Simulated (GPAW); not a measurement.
Consider MnO2 (Pnnm).

```cif
data_structure
_symmetry_space_group_name_H-M 'P 1'
_symmetry_Int_Tables_number 1
_cell_length_a 4.3306
_cell_length_b 4.4623
_cell_length_c 2.8625
_cell_angle_alpha 90.000
_cell_angle_beta 90.000
_cell_angle_gamma 90.000
_cell_volume 55.32
loop_
_atom_site_label
_atom_site_type_symbol
_atom_site_fract_x
_atom_site_fract_y
_atom_site_fract_z
_atom_site_occupancy
Mn1 Mn 0.50000 0.50000 0.50000 1
Mn2 Mn 0.00000 0.00000 0.00000 1
O3 O 0.21399 0.82296 0.50000 1
O4 O 0.28601 0.32296 0.00000 1
O5 O 0.71399 0.67704 0.00000 1
O6 O 0.78601 0.17704 0.50000 1
```

Absorber: atom 3, with 2 Mn at 1.88 Å and 1 Mn at 1.90 Å (distorted trigonal planar, site symmetry m). Method: GPAW, LDA + U (Mn 3.9 eV), full core hole (charged cell), 12-atom cell with 5.2 Å between holes, 4×4×4 k points, dipole transitions, Gaussian full width 0.9 eV up to 4 eV, rising linearly to 3.5 eV at 25 eV.

**Question.** What does the O K edge look like?

Main maxima up to 24 eV above the zero (height): 0.9 eV (1.56), 2.6 eV (1.29), 3.8 eV (1.92) and 15.0 eV (2.31). A K edge sees empty p states; the first features are O p mixed into the empty d states of the Mn neighbours, and the broad ones above probably into the cations' higher empty bands. The total-energy difference plus the lowest empty eigenvalue puts the zero at 523.95 eV. The functional and the charged cell's background leave an error in such absolute values: in the free atom LDA prices this hole 4.1 eV below PBE (computed apart), and PBE is itself good to a few eV.

The O K spectrum (energy from the lowest empty level; intensity scaled to a mean of 1 over the first 20 eV; polarised curves are means over the symmetry-equivalent atoms):

```
E (eV)  isotropic  ε ∥ x  ε ∥ y  ε ∥ z
  -2.0       0.00   0.00   0.00   0.00
  -1.4       0.00   0.00   0.00   0.00
  -0.8       0.00   0.00   0.00   0.00
  -0.2       0.11   0.11   0.11   0.11
   0.4       0.84   0.82   0.75   0.96
   1.0       1.56   1.41   1.42   1.84
   1.6       0.85   0.72   0.84   0.99
   2.2       0.99   1.04   1.04   0.90
   2.8       1.24   1.20   1.17   1.33
   3.4       1.48   1.33   1.30   1.80
   4.0       1.71   1.52   1.57   2.04
   4.6       0.42   0.39   0.42   0.44
   5.2       0.04   0.04   0.05   0.03
   5.8       0.00   0.00   0.00   0.00
   6.4       0.00   0.00   0.00   0.00
   7.0       0.00   0.00   0.00   0.00
   7.6       0.02   0.02   0.02   0.02
   8.2       0.06   0.06   0.06   0.07
   8.8       0.15   0.14   0.14   0.16
   9.4       0.32   0.29   0.31   0.35
  10.0       0.59   0.55   0.58   0.65
  10.6       0.99   0.88   0.96   1.13
  11.2       1.41   1.20   1.32   1.72
  11.8       1.65   1.35   1.47   2.12
  12.4       1.68   1.36   1.46   2.22
  13.0       1.69   1.39   1.47   2.21
  13.6       1.84   1.58   1.65   2.30
  14.2       2.11   1.95   1.97   2.40
  14.8       2.30   2.34   2.27   2.28
  15.4       2.23   2.51   2.34   1.86
  16.0       1.93   2.37   2.10   1.33
  16.6       1.53   2.00   1.68   0.92
  17.2       1.15   1.54   1.25   0.66
  17.8       0.84   1.10   0.91   0.52
  18.4       0.62   0.76   0.67   0.43
  19.0       0.49   0.55   0.54   0.38
  19.6       0.41   0.42   0.46   0.36
  20.2       0.38   0.35   0.41   0.39
  20.8       0.38   0.31   0.40   0.45
  21.4       0.40   0.28   0.41   0.51
  22.0       0.43   0.26   0.46   0.57
  22.6       0.47   0.26   0.53   0.61
  23.2       0.51   0.29   0.63   0.60
  23.8       0.54   0.33   0.73   0.56
  24.4       0.57   0.41   0.80   0.51
  25.0       0.60   0.50   0.82   0.46
  25.6       0.60   0.60   0.79   0.43
  26.2       0.60   0.68   0.70   0.42
  26.8       0.59   0.74   0.60   0.42
  27.4       0.57   0.78   0.52   0.42
  28.0       0.56   0.79   0.46   0.42
  28.6       0.55   0.78   0.42   0.43
  29.2       0.54   0.76   0.41   0.45
  29.8       0.54   0.73   0.41   0.47
  30.4       0.54   0.68   0.42   0.51
  31.0       0.54   0.63   0.43   0.57
  31.6       0.55   0.58   0.44   0.64
```

The hole lies in one spin channel, while the script sums the empty states of both and takes the lower zero; where the two channels are split, this blurs and shifts the curve. The spins start antiferromagnetically in a simple order, which needn't be the measured one; gap and edge can depend on it. The holes are only 5.2 Å apart, so the shape is probably not converged with cell size; no larger cell was run here. The mesh is coarse (0.37 Å⁻¹ between points), so small maxima may be mesh ripples. The structure is a computed Materials Project entry and may be a hypothetical form.

[Banner, clock and machine lines of the logs are left out without a mark of their own.]

[Logs are printed without paths, hosts, clocks, repeated set-up lines and the standing remarks that a program may print on its own settings, such as how far it seeks lower states.]

[Hosts, paths, dates, database ids (printed as entryN), source tags and the programs' standing remarks are cut or masked in the printed files.]

[Lists of maxima count a maximum above −3 eV only where it reaches 4 % of the highest in the window and stands out from its surroundings by 2 % of it (1.5 % where it reaches 55 %); shoulders and weaker maxima are passed over, and of the rest the first, up to two pre-edge ones and the few strongest are named.]
